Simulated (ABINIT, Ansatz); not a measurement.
# WS2 (Tungstenite): one start, several treatments of the self-energy, part 2 of 2

How much does the gap of WS2 (Tungstenite) depend on the approximation to the self-energy?

ABINIT 10.8.3; PBE and many-body steps on it, plane waves. Known limits of the many-body steps: not at the basis limit; no spin-orbit coupling; coarse k mesh.

So far. Step 4 (G0W0, Godby-Needs plasmon pole): The gap on the mesh goes from 0.98 eV to 1.32 eV, a correction of +0.34 eV. Step 5 (G0W0, von der Linden-Horsch plasmon pole): Against G0W0 in ABINIT (6×6×1 mesh, 303 bands, screening to 176.9 eV, Godby-Needs plasmon pole), the gap moves by +0.013 eV.

## (6) G0W0, Hybertsen-Louie plasmon pole

Level of this step: G0W0 on PBE, plane waves, norm-conserving pseudopotentials (ABINIT).

Input file run.abi:

```
acell 3*1.0 Angstrom
rprim 
  3.153199999992 0.000000000002 0.000000000000
  -1.576599999998 2.730751303206 0.000000000000
  0.000000000000 0.000000000000 12.323000000000
ntypat 2
znucl 74 16
natom 6
typat 1 1 2 2 2 2
xred 
  0.333333333333 0.666666666667 0.250000000000
  0.666666666667 0.333333333333 0.750000000000
  0.333333333333 0.666666666667 0.622500000000
  0.666666666667 0.333333333333 0.122500000000
  0.333333333333 0.666666666667 0.877500000000
  0.666666666667 0.333333333333 0.377500000000
pp_dirpath "pseudos"
pseudos "W.upf, S.upf"
ecut 31
ngkpt 6 6 1
nshiftk 1
shiftk 0 0 0
kptopt 1
chksymbreak 0
istwfk *1
occopt 1
irdwfk 1
optdriver 4
nband 303
gwcalctyp 0
ecutsigx 31
symsigma 1
nkptgw 3
kptgw 
  0.0000000000 0.0000000000 0.0000000000
  0.1666666667 0.1666666667 0.0000000000
  0.3333333333 0.3333333333 0.0000000000
bdgw 
  25 28
  25 28
  25 28
ecuteps 6.5
irdscr 1
ppmodel 2
indata_prefix "in"
outdata_prefix "out"
tmpdata_prefix "tmp"
```

The run is started by

```console
$ OMP_NUM_THREADS=1 mpirun -n 4 abinit run.abi > log
```

Numbers of over 12 decimals in the logs are rounded to 6 here.

The log of the run:

```text
.Version 10.8.3 of ABINIT. v10.8.2 released Aug 2026.

 Symmetries : space group P6_3/m m c (#194); Bravais hP (primitive hexag.)
[... echo of the input left out ...]
== DATASET  1 ==================================================================
-   mpi_nproc: 4, omp_nthreads: 1 (-1 if OMP is not activated)

--- !DatasetInfo
iteration_state: {dtset: 1, }
dimensions: {natom: 6, nkpt: 7, mband: 303, nsppol: 1, nspinor: 1, nspden: 1, mpw: 5929, }
cutoff_energies: {ecut:  31.0, pawecutdg:  -1.0, }
[...]
Band     E0 <VxcDFT>   SigX SigC(E0)      Z dSigC/dE  Sig(E)    E-E0       E
[...]
27  10.814 -16.363 -11.961  -4.097   0.823  -0.215 -16.112   0.252  11.066
       28  10.814 -16.363 -11.961  -4.097   0.823  -0.215 -16.112   0.252  11.066

== END DATASET(S) ==============================================================
================================================================================

 -outvars: echo values of variables after computation  --------
           etotal      0.0000000000E+00
            nband         303
             nkpt           7
          spgroup         194
 [... the other variables as echoed above ...]

 Calculation completed.
```

The job ended after 2.9 min (4 MPI ranks of Arm Neoverse V1, shared host; peak memory 2.2 GiB).

This step gave:

```yaml
g0w0_gap_on_the_points_computed: 1.308 eV
starting_gap_on_the_mesh: 0.9807 eV
k_of_the_valence_top: 0, 0, 0
k_of_the_conduction_bottom: 0.1667, 0.1667, 0
least_direct_g0w0_gap_on_the_computed_points: 2.405 eV
```

Against G0W0 in ABINIT (6×6×1 mesh, 303 bands, screening to 176.9 eV, Godby-Needs plasmon pole), the gap moves by −0.016 eV.

## (7) One-shot Hartree-Fock

This step: one-shot Hartree-Fock on PBE, plane waves, norm-conserving pseudopotentials.

Edit run.abi of step 6 so:

```diff
@@ -28,4 +28,4 @@
 optdriver 4
-nband 303
-gwcalctyp 0
+nband 30
+gwcalctyp 5
 ecutsigx 31
@@ -41,5 +41,4 @@
   25 28
-ecuteps 6.5
-irdscr 1
-ppmodel 2
+ixc_sigma 40
+fftgw 31
 indata_prefix "in"
```

The log of the run:

```text
.Version 10.8.3 of ABINIT. v10.8.2 released Aug 2026.

 Symmetries : space group P6_3/m m c (#194); Bravais hP (primitive hexag.)
[... echo of the input left out ...]
== DATASET  1 ==================================================================
-   mpi_nproc: 4, omp_nthreads: 1 (-1 if OMP is not activated)

--- !DatasetInfo
iteration_state: {dtset: 1, }
dimensions: {natom: 6, nkpt: 7, mband: 30, nsppol: 1, nspinor: 1, nspden: 1, mpw: 5929, }
cutoff_energies: {ecut:  31.0, pawecutdg:  -1.0, }
[...]
Band     E0 <VxcDFT>   SigX SigC(E0)      Z dSigC/dE  Sig(E)    E-E0       E
[...]
27  10.814 -16.363 -11.961   0.000   1.000   0.000 -11.961   4.403  15.217
       28  10.814 -16.363 -11.961   0.000   1.000   0.000 -11.961   4.403  15.217

== END DATASET(S) ==============================================================
================================================================================

 -outvars: echo values of variables after computation  --------
           etotal      0.0000000000E+00
            nband          30
             nkpt           7
          spgroup         194
 [... the other variables as echoed above ...]

 Calculation completed.
```

It took 5.4 s on 4 MPI ranks; peak memory 0.19 GiB.

This step gave:

```yaml
quasiparticle_gap_on_the_points_computed: 5.593 eV
starting_gap_on_the_mesh: 0.9807 eV
k_of_the_valence_top: 0, 0, 0
k_of_the_conduction_bottom: 0.1667, 0.1667, 0
least_direct_quasiparticle_gap_on_the_computed_points: 6.776 eV
```

Against G0W0 in ABINIT (6×6×1 mesh, 303 bands, screening to 176.9 eV, Godby-Needs plasmon pole), the gap moves by +4.269 eV.

## (8) The runs together

Times are wall times on 4 MPI ranks of Arm Neoverse V1, shared host, good to a factor of about two. A run's time includes the screening step that it read.

| run | mesh | bands | screening cutoff (eV) | DFT gap (eV) | gap on the mesh (eV) | direct (eV) | ε∞ used | time |
| --- | --- | --- | --- | --- | --- | --- | --- | --- |
| G0W0, Godby-Needs plasmon pole | 6×6×1 | 303 | 176.9 | 0.981 | 1.324 | 2.395 | 13.51 | 10 min |
| G0W0, von der Linden-Horsch plasmon pole | 6×6×1 | 303 | 176.9 | 0.981 | 1.337 | 2.486 | 13.51 | 8.1 min |
| G0W0, Hybertsen-Louie plasmon pole | 6×6×1 | 303 | 176.9 | 0.981 | 1.308 | 2.405 | 13.51 | 10 min |
| one-shot Hartree-Fock | 6×6×1 | - | - | 0.981 | 5.593 | 6.776 | - | 5.4 s |

## (9) Results

| Property | Result |
| --- | --- |
| G0W0, Godby-Needs plasmon pole | 1.324 eV |
| G0W0, von der Linden-Horsch plasmon pole | 1.337 eV |
| G0W0, Hybertsen-Louie plasmon pole | 1.308 eV |
| one-shot Hartree-Fock | 5.593 eV |
| known limits | not at the basis limit; no spin-orbit coupling; coarse k mesh |

In words: G0W0, von der Linden-Horsch plasmon pole: +0.013 eV against G0W0, Godby-Needs plasmon pole. G0W0, Hybertsen-Louie plasmon pole: −0.016 eV against G0W0, Godby-Needs plasmon pole. One-shot Hartree-Fock: +4.269 eV against G0W0, Godby-Needs plasmon pole. Bare exchange alone opens the gap to 5.59 eV; against G0W0, correlation takes back 4.27 eV. Bands and cutoff are finite, so the gap is not at the basis limit. The miss can reach some tenths of an eV and take either sign; the mesh is an error of its own. In the G0W0 runs levels were corrected at 3 k points alone, so a gap called «on the mesh» is the least over those, and an edge elsewhere would be missed. The 6×6×1 mesh is coarse for this cell, which bears on the long-range parts of exchange and screening. The many-body steps are scalar-relativistic: spin-orbit coupling is not in them.

[Paths, hosts, dates, memory and timing lines, banners, echoed tables and standing remarks are left out of the program output.]

[Logs are printed without paths, hosts, clocks, repeated set-up lines and the standing remarks that a program may print on its own settings, such as how far it seeks lower states.]

[Runs of the session that timed out or met a known fault of the program may be left out.]

[Hosts, paths, dates, database ids (printed as entryN), source tags and the programs' standing remarks are cut or masked in the printed files.]

[G0W0 gaps are taken among the corrected bands and points alone; a level outside them can change the order at an edge.]

[Where Ansatz stands beside ABINIT at settings called matched, ABINIT's density can come from a denser mesh and the files from another edition; pairs whose starting gaps differed by over 0.03 eV were left out, so agreement reads better than it is.]
